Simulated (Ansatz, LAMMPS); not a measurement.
# Amorphous 86ZrO2-14SiO2 (mol %) (84 atoms): geometry optimisation, part 4 of 4

Aim: bring amorphous 86ZrO2-14SiO2 (mol %) (84 atoms) to a nearby minimum of the energy and see what moves.

Ansatz 0.2.0; Kohn-Sham DFT, PBE, PAW (set soft_2), plane waves.

The cell: 24 Zr, 4 Si and 56 O. The quench rate of 50 K/ps is many orders above laboratory rates. The network of bonds at the start is that of the classical potential that made the cell. Only the Γ point is sampled in the main run, in a cell whose shortest periodic width is 10 Å.

So far. Step 4 (Cell and atoms relaxed): The relaxation changed the energy by -42.4 meV/atom, and atoms moved by 0.16 Å r.m.s., 0.45 Å at most. Step 7 (K-mesh 2×2×2): Forces differ from those of the single point at the relaxed geometry by 15 meV/Å r.m.s.; the energy by -0.95 meV/atom and the gap by -0.059 eV. It took 2.4 min and 10 cycles; the reference's time can't be set against it, since the two runs asked for unlike analyses.

**8. Functional HSE06**

HSE06 mixes in a quarter of exact exchange at short range, which counters self-interaction, at a higher cost.

This step: Kohn-Sham DFT, HSE06, PAW (set soft_2), plane waves (Ansatz 0.2.0).

input.yaml

```yaml
crystal:
  lattice:
    - [10.11352, -0.24668, 0.07416]
    - [-0.24668, 10.28298, 0.14253]
    - [0.07416, 0.14253, 10.48946]
  atoms:
    [... the 84 atom lines of step 6 ...]
kpoints:
  mp_grid: { grid: [1, 1, 1] }
hamiltonian:
  xc: hse06
scf:
  occupations: { method: fermi_dirac, width: 0.025 }
output:
  forces: true
  stress: true
  populations: true
  dos:
    method: { smearing: { sigma: 0.08 } }
    de: 0.05
    projected: { site_lists: { O: [O], Si: [Si], Zr: [Zr] } }
  eigenvalues: true
```

Started as:

```
ansatz run input.yaml --threads 4 --pin off --max-ram 8192MiB --backend cpu --events-out ev --progress --plain --runs-dir out
```

Numbers of over 12 decimals in the logs are rounded to 6 here.

The log of the run:

```text
Warning: output.stress: scf.convergence.dr2_threshold = 1e-7 eV (the SCF's general default) is looser than the 1.6e-9 eV advised for a printed stress (1e-10 eV for each atom of the cell: 84, of which 16 are counted). What an SCF threshold leaves in a stress goes as its square root, and in the free energy as the threshold itself, and one threshold admits the most on a small cell: [...]
Warning: output.stress: scf.exx.energy_threshold = 1e-6 eV is looser than the 1.6e-7 eV advised for a stress under a hybrid functional (1e-8 eV for each atom of the cell: 84, of which 16 are counted). Every SCF of the exchange loop can meet its threshold on dr2 while the loop round them stops early: [...]
exact exchange: scf.exx.singularity resolves to wigner_seitz, which cuts the screened interaction at the faces of the exchange supercell's Wigner-Seitz cell, so that each pair interacts once, at the shortest of its separations (the periodic images that this leaves out come, [...]
[...]
Crystal: 84 atoms, lattice volume = 1089.968 Å³
Basis set: ecut = 420 eV, 21293 PW (Γ), exchange–correlation on 144×144×144 points (8 copies of the dense FFT grid, shifted against one another)
Bands: 404, of which v1, the nominal top of the filled ones, is band 320 counted from 1 (319 counted from 0)
Symmetry: 1 space group operations
[...]
k-points: 1
[...]
SCF iter   1: F=—  HF=-134860.994792 eV  |F-HF|=—  |Δ(HF+E_count)|=         —  Δρ=4.06e-3  dr2=1.33e-1  ethr=1.77e-3  ⟨swp⟩=6.0  Hψ=1810  notcnv=0
[...]
SCF iter   5: F=-134861.010656 eV  HF=-134861.010547 eV  |F-HF|=1.09e-4  |Δ(HF+E_count)|=   3.27e-4  Δρ=1.77e-4  dr2=1.55e-4  ethr=2.37e-8  ⟨swp⟩=4.0  Hψ=1634  notcnv=0  defer=2
SCF 1 stopped early in 5 iterations: F = -134861.010656 eV  dr2 = 1.55e-4
[...]
Exchange kernel: α = 0.2500, screened, ω = 0.2079 Å⁻¹, Wigner–Seitz truncation, v(0) = 919.4527 eV·Å³, q-mesh 1×1×1, nearest image of the exchange supercell L = 10.12 Å, pair-density grid 48×54×54, without the augmentation charges, whose exchange is taken in its separable form (sized by the pseudopotential files, [...]
Frozen-core exchange: fock
SCF iter   1: F=—  HF=-134912.804679 eV  |F-HF|=—  |Δ(HF+E_count)|=         —  Δρ=1.32e-2  dr2=3.15e0  ethr=2.42e-7  ⟨swp⟩=9.0  Hψ=2349  notcnv=0
[...]
SCF iter   7: F=—  HF=-134912.135010 eV  |F-HF|=—  |Δ(HF+E_count)|=   4.67e-3  Δρ=2.70e-4  dr2=7.47e-4  ethr=7.61e-8  ⟨swp⟩=4.0  Hψ=1249  notcnv=0
SCF iter   8: F=-134912.134778 eV  HF=-134912.134820 eV  |F-HF|=4.21e-5  |Δ(HF+E_count)|=   1.90e-4  Δρ=6.76e-5  dr2=6.03e-5  ethr=7.61e-8  ⟨swp⟩=3.0  Hψ=906  notcnv=0
SCF 2 stopped early in 8 iterations: F = -134912.134778 eV  dr2 = 6.03e-5
  Residual-converged pass: ⟨swp⟩=4.0  Hψ=1224  notcnv=0  max |occ|·‖R‖ = 4.6e-6 eV (tolerance 6.7e-6 eV)  dr2=5.91e-5  dr2_onsite=2.46e-6  max |Δocc| = 0.0e0
[...]
hybrid outer 1: dexx = +4.074e-1 eV, tail = 3.55e-4 eV
[...]
Frozen-core exchange: fock
SCF iter   1: F=—  HF=-134912.131733 eV  |F-HF|=—  |Δ(HF+E_count)|=         —  Δρ=4.95e-5  dr2=1.47e-5  ethr=2.77e-7  ⟨swp⟩=10.0  Hψ=1139  notcnv=0
[...]
SCF iter   6: F=—  HF=-134912.131739 eV  |F-HF|=—  |Δ(HF+E_count)|=   1.37e-7  Δρ=1.45e-6  dr2=1.45e-8  ethr=3.94e-12 (applied; sched 1.30e-12)  ⟨swp⟩=9.0  Hψ=1218  notcnv=0
SCF iter   7: F=-134912.131739 eV  HF=-134912.131739 eV  |F-HF|=3.49e-10  |Δ(HF+E_count)|=   3.67e-9  Δρ=3.43e-7  dr2=1.46e-9  ethr=7.09e-12 (applied; sched 1.30e-12)  ⟨swp⟩=3.0  Hψ=728  notcnv=0
SCF 3 converged in 7 iterations: F = -134912.131739 eV  dr2 = 1.46e-9
[...]
hybrid outer 2: dexx = +8.232e-6 eV, tail = 4.10e-8 eV, Δε = 2.09e-3 eV (about 2.42e-5 eV left of the loop's levels), ΔF = 4.59e-3 eV/Å (tail 2.53e-4)
hybrid SCF converged: 2 outer / 15 inner (+5 warm-up), last move |dexx| = 8.23e-6 eV, tail = 4.10e-8 eV
Stability not checked: this state was not tested for a lower state beside it, because the functional holds exact exchange (a hybrid, or Hartree-Fock), whose exchange loop this test does not read (fock_operator; see scf.lower_state_search)
Free energy (F): -134912.131739 eV
Frozen-core exchange: fock
[...]
Internal energy: -134912.131739 eV  (E = F + TS)
E sigma→0 (E₀):  -134912.131739 eV
Fermi energy:    9.770025 eV
[...]
Σ components = -134912.131739   (vs F -134912.131739, Δ=0.00e0)
--- Forces (eV/Å), atoms counted from 1 ---
  atom   1  Zr    -0.08640902     0.04900388    -0.01627837
  atom   2  Zr    -0.10406071    -0.04664114    -0.09995375
  atom   3  Zr     0.02576290    -0.02968624    -0.05367035
  atom   4  Zr    -0.14694603    -0.05469376    -0.02156720
[...]
atom  84  O     -0.26251211     0.50903077     0.03639246
  max |Σ_I F_I| component: 5.11e-4 eV/Å
--- Stress (GPa, compression-positive) ---
       -5.324466      -0.021581       0.103795
       -0.021580      -5.353484      -0.023748
        0.103795      -0.023748      -5.607581
  P = ⅓ Tr σ = -5.4285 GPa (-54.285 kbar)
--- Band table (eV) ---
[...]
--- Löwdin populations: 84 sites ---
  site symbol       q [e]
     0     Zr     10.3143
     1     Zr     10.3226
     2     Zr     10.3387
[...]
83      O      6.7825
  spilling = 0.005878 (of n_electrons = 640.000000)
```

Run time: 4.1 min. Hardware: 4 threads of AMD EPYC 7B13 (Zen 3), shared host; peak memory 3.9 GiB.

The program notes that the exchange threshold is loose for the stress and the SCF threshold is loose for the stress.

Geometry and reference: those of the single point at the relaxed geometry.

Forces differ from those of the single point at the relaxed geometry by 136 meV/Å r.m.s.; the pressure by -5.4 GPa and the gap by +1.6 eV. It took 4.1 min and 20 cycles; the reference's time can't be set against it, since the two runs asked for unlike analyses.

Read from the output:

```yaml
free_energy: -134912.1317 eV
free_energy_per_atom: -1606.0968 eV/atom
scf_cycles: 20
pressure: -5.429 GPa
r_m_s_force_component: 0.1363 eV/Å
longest_force: 0.5739 eV/Å
fermi_energy: 9.77 eV
spacing_of_highest_filled_and_lowest_empty_level: 5.2 eV
spilling_of_the_projection: 0.005878
```

Length of the force by element and coordination:

```tsv
element	coordination	atoms	mean length of the force (eV/Å)	spread	least	most
O	all	56	0.231	0.120	0.0498	0.574
O	2	6	0.384	0.104	0.252	0.528
O	3	45	0.224	0.107	0.0658	0.574
O	4	5	0.108	0.053	0.0498	0.205
Si	all	4	0.111	0.0231	0.0782	0.134
Zr	all	24	0.171	0.0731	0.049	0.398
Zr	5	2	0.241	0.157	0.0836	0.398
Zr	6	13	0.167	0.0507	0.0915	0.268
Zr	7	9	0.162	0.0622	0.049	0.245
```

Löwdin charges by element and coordination (they lack the spilled electrons, 0.045 e an atom on average):

```tsv
element	coordination	atoms	mean charge (e)	spread	least	most
O	all	56	-0.755	0.039	-0.828	-0.666
O	2	6	-0.756	0.051	-0.806	-0.666
O	3	45	-0.755	0.0379	-0.828	-0.679
O	4	5	-0.756	0.0316	-0.796	-0.712
Si	all	4	1.69	0.0199	1.67	1.73
Zr	all	24	1.64	0.0296	1.57	1.69
Zr	5	2	1.61	0.0223	1.59	1.63
Zr	6	13	1.64	0.031	1.57	1.69
Zr	7	9	1.64	0.0259	1.60	1.68
```

States in the cell by windows of 1 eV, zero at the Fermi level; the larger projections on atomic orbitals stand beside the total:

```tsv
from (eV)	to (eV)	total	O p	Zr d
-18	-11	0.0	0.0	0.0
-11	-10	0.5	0.3	0.0
-10	-9	7.5	5.0	0.6
-9	-8	8.1	5.8	1.1
-8	-7	40.0	28.8	7.7
-7	-6	65.2	49.1	12.7
-6	-5	63.4	51.5	8.5
-5	-4	73.2	64.4	5.8
-4	-3	68.6	63.7	3.0
-3	-2	9.4	9.0	0.3
-2	2	0.0	0.0	0.0
2	3	16.3	1.4	13.5
3	4	56.3	5.4	46.9
4	5	54.3	7.2	41.9
```

Between -26 and -18 eV lie 112 more states.

The stored curve holds about 448 of the 640 electrons; the rest, give or take the few that broadening carries across the Fermi level, lie in deeper levels below its range.

The levels nearest the highest filled one (over half full), pooled over k-points and spins:

```tsv
level less the highest filled one (eV)	occupation
-0.422	2
-0.380	2
-0.314	2
-0.253	2
-0.134	2
0	2
5.20	0
5.26	0
5.28	0
5.35	0
5.45	0
5.47	0
```

**9. Functional r2SCAN (500 eV)**

The meta-GGA r2SCAN uses the kinetic energy density as well as the density and its gradient. Besides, the cutoff goes from 420 to 500 eV.

This step: Kohn-Sham DFT, r2SCAN, PAW (set soft_2), plane waves (Ansatz 0.2.0).

input.yaml, as its differences from that of step 8:

```diff
@@ -10,3 +10,3 @@
 hamiltonian:
-  xc: hse06
+  xc: r2scan
 scf:
```

The log of the run:

```text
[...]
Crystal: 84 atoms, lattice volume = 1089.968 Å³
Basis set: ecut = 500 eV, 27693 PW (Γ), exchange–correlation on 300×320×320 points (64 copies of the dense FFT grid, shifted against one another)
Bands: 404, of which v1, the nominal top of the filled ones, is band 320 counted from 1 (319 counted from 0)
Symmetry: 1 space group operations
[...]
k-points: 1
[...]
SCF iter   1: F=—  HF=-135222.412730 eV  |F-HF|=—  |Δ(HF+E_count)|=         —  Δρ=1.43e-2  dr2=2.82e0  dr2_τ=5.35e0  ethr=1.77e-3  ⟨swp⟩=6.0  Hψ=1480  notcnv=0  defer=44
[...]
SCF iter   9: F=—  HF=-135223.707687 eV  |F-HF|=—  |Δ(HF+E_count)|=   1.60e-7  Δρ=5.69e-6  dr2=3.40e-7  dr2_τ=4.16e-8  ethr=3.02e-10  ⟨swp⟩=2.0  Hψ=544  notcnv=0  defer=73
SCF iter  10: F=-135223.707687 eV  HF=-135223.707687 eV  |F-HF|=1.24e-8  |Δ(HF+E_count)|=   1.27e-8  Δρ=1.86e-6  dr2=3.42e-8  dr2_τ=4.73e-9  ethr=1.56e-11  ⟨swp⟩=13.0  Hψ=1913  notcnv=0
SCF 1 converged in 10 iterations: F = -135223.707687 eV  dr2 = 3.42e-8
[...]
SCF converged after 10 iterations
Free energy (F): -135223.707687 eV
[...]
Internal energy: -135223.707687 eV  (E = F + TS)
E sigma→0 (E₀):  -135223.707687 eV
Fermi energy:    9.941408 eV
[...]
Σ components = -135223.707687   (vs F -135223.707687, Δ=0.00e0)
--- Forces (eV/Å), atoms counted from 1 ---
  atom   1  Zr    -0.02392027    -0.00558802    -0.02735414
  atom   2  Zr    -0.01599561    -0.00258583    -0.02755662
  atom   3  Zr     0.01398851    -0.00983751    -0.01712681
  atom   4  Zr    -0.04794659    -0.04071442    -0.01218518
[...]
atom  84  O     -0.14171194     0.40163498     0.16912356
  max |Σ_I F_I| component: 1.28e-4 eV/Å
--- Stress (GPa, compression-positive) ---
       -3.570906      -0.016946      -0.018304
       -0.016946      -3.571286      -0.010098
       -0.018306      -0.010099      -3.610681
  P = ⅓ Tr σ = -3.5843 GPa (-35.843 kbar)
--- Band table (eV) ---
[...]
--- Löwdin populations: 84 sites ---
  site symbol       q [e]
     0     Zr     10.3788
     1     Zr     10.3876
     2     Zr     10.4006
[...]
83      O      6.7738
  spilling = 0.005466 (of n_electrons = 640.000000)
```

Wall time 33 s (4 threads); peak memory 3.2 GiB; 2.1 min of CPU time.

Geometry and reference: those of the single point at the relaxed geometry.

Forces differ from those of the single point at the relaxed geometry by 102 meV/Å r.m.s.; the pressure by -3.6 GPa and the gap by +0.46 eV. It took 33 s and 10 cycles; the reference's time can't be set against it, since the two runs asked for unlike analyses.

**10. Functional PBEsol**

PBEsol restores the gradient expansion of exchange for slowly varying densities and usually gives shorter bonds in solids than PBE.

This step: Kohn-Sham DFT, PBEsol, PAW (set soft_2), plane waves (Ansatz 0.2.0).

input.yaml, as its differences from that of step 9:

```diff
@@ -10,3 +10,3 @@
 hamiltonian:
-  xc: r2scan
+  xc: pbesol
 scf:
```

The log of the run:

```text
[...]
Crystal: 84 atoms, lattice volume = 1089.968 Å³
Basis set: ecut = 420 eV, 21293 PW (Γ), exchange–correlation on 144×144×144 points (8 copies of the dense FFT grid, shifted against one another)
Bands: 404, of which v1, the nominal top of the filled ones, is band 320 counted from 1 (319 counted from 0)
Symmetry: 1 space group operations
[...]
k-points: 1
[...]
SCF iter   1: F=—  HF=-133111.387349 eV  |F-HF|=—  |Δ(HF+E_count)|=         —  Δρ=1.54e-2  dr2=2.16e0  ethr=1.77e-3  ⟨swp⟩=6.0  Hψ=1519  notcnv=0  defer=44
[...]
SCF iter  10: F=—  HF=-133110.886469 eV  |F-HF|=—  |Δ(HF+E_count)|=   2.45e-7  Δρ=2.83e-6  dr2=1.25e-7  ethr=2.03e-10  ⟨swp⟩=2.0  Hψ=551  notcnv=0  defer=73
SCF iter  11: F=-133110.886469 eV  HF=-133110.886469 eV  |F-HF|=3.49e-9  |Δ(HF+E_count)|=   2.44e-7  Δρ=2.23e-6  dr2=5.39e-8  ethr=1.56e-11  ⟨swp⟩=13.0  Hψ=1784  notcnv=0
SCF 1 converged in 11 iterations: F = -133110.886469 eV  dr2 = 5.39e-8
[...]
SCF converged after 11 iterations
Free energy (F): -133110.886469 eV
[...]
Internal energy: -133110.886469 eV  (E = F + TS)
E sigma→0 (E₀):  -133110.886469 eV
Fermi energy:    9.888168 eV
[...]
Σ components = -133110.886469   (vs F -133110.886469, Δ=0.00e0)
--- Forces (eV/Å), atoms counted from 1 ---
  atom   1  Zr    -0.00214207     0.01453975     0.05133139
  atom   2  Zr    -0.08568938     0.00141023    -0.05388199
  atom   3  Zr    -0.02906652    -0.06306703    -0.03121688
  atom   4  Zr    -0.00937982    -0.00309807     0.05120169
[...]
atom  84  O     -0.17523161     0.06869521    -0.09092093
  max |Σ_I F_I| component: 8.31e-5 eV/Å
--- Stress (GPa, compression-positive) ---
       -5.199203      -0.018831       0.067949
       -0.018831      -5.305666       0.012285
        0.067949       0.012285      -5.348115
  P = ⅓ Tr σ = -5.2843 GPa (-52.843 kbar)
--- Band table (eV) ---
[...]
--- Löwdin populations: 84 sites ---
  site symbol       q [e]
     0     Zr     10.5046
     1     Zr     10.5136
     2     Zr     10.5292
[...]
83      O      6.7179
  spilling = 0.005483 (of n_electrons = 640.000000)
```

The job ended after 16 s (4 threads; peak memory 1.6 GiB).

Geometry and reference: those of the single point at the relaxed geometry.

Forces differ from those of the single point at the relaxed geometry by 63 meV/Å r.m.s.; the pressure by -5.3 GPa and the gap by -0.050 eV.

**11. The ladder side by side**

Differences are against the single point at the relaxed geometry (Kohn-Sham DFT, PBE, PAW (set soft_2), plane waves), whose r.m.s. force component is 0.00389 eV/Å. Energies are set beside the reference only for runs with its functional, potentials and electron count. Times are for 4 threads of AMD EPYC 7B13 (Zen 3), shared host. The reference's time includes grids, which some other runs skip.

```tsv
run	Δ force, r.m.s. (meV/Å)	Δ energy (meV/atom)	Δ pressure (GPa)	Δ gap (eV)	cycles	time	host memory (GiB)
reference	-	-	-	-	10	16 s	1.6
k-mesh 2×2×2	14.9	-0.949	0.0023	-0.059	10	2.4 min	5.8
functional HSE06	136	-	-5.42	1.57	20	4.1 min	3.9
functional r2SCAN (500 eV)	102	-	-3.58	0.462	10	33 s	3.2
functional PBEsol	62.7	-	-5.28	-0.0504	11	16 s	1.6
```

**12. Results**

- energy change in the relaxation: -42.35 meV/atom
- r.m.s. displacement: 0.162 Å
- largest displacement: 0.445 Å
- free energy per atom: -1605.4880 eV/atom
- pressure: -0.005231 GPa
- r.m.s. force component: 0.00389 eV/Å
- gap (highest filled to lowest empty level): 3.626 eV
- wall time of the 7 DFT runs: 10 min

In words: Relaxation lowers the energy by 42.4 meV/atom and moves atoms by 0.16 Å r.m.s.; the r.m.s. force component goes from 0.66 to 0.0039 eV/Å. Displacements are taken in the final cell, so they leave out its strain. By the final cutoffs 1 of 163 bonded pairs parted and 5 joined. The cell shrank by 3.2 % in volume. First to last step the energy falls by 3.558 eV, across changes of basis; the largest move, 0.45 Å, is that of O48. The O-Si bonds change most in mean length: from 1.622 Å (spread 0.053) to 1.639 Å (spread 0.021). Counting bonds as in the table, 80 % of O atoms have 3, all Si atoms have 4 and 54 % of Zr atoms have 6 bonded neighbours. Filled and empty levels are parted by 3.63 eV (at Γ alone); a semilocal functional tends to put such gaps too low. In a disordered cell it changes from sample to sample, and tail or defect levels can set it.

Among the changes of functional, dispersion, potentials or spin set against this reference, functional HSE06 moves the forces most, by 136 meV/Å r.m.s. The gap changes by +1.57 eV with HSE06.

What to keep in mind: The network of bonds at the start is that of the classical potential that made the cell; in DFT 1 of its 163 bonded pairs passed out of the cutoffs and 5 came within them.

[Logs are printed without paths, hosts, clocks, repeated set-up lines and the standing remarks that a program may print on its own settings, such as how far it seeks lower states.]

[Hosts, paths, dates, database ids (printed as entryN), source tags and the programs' standing remarks are cut or masked in the printed files.]
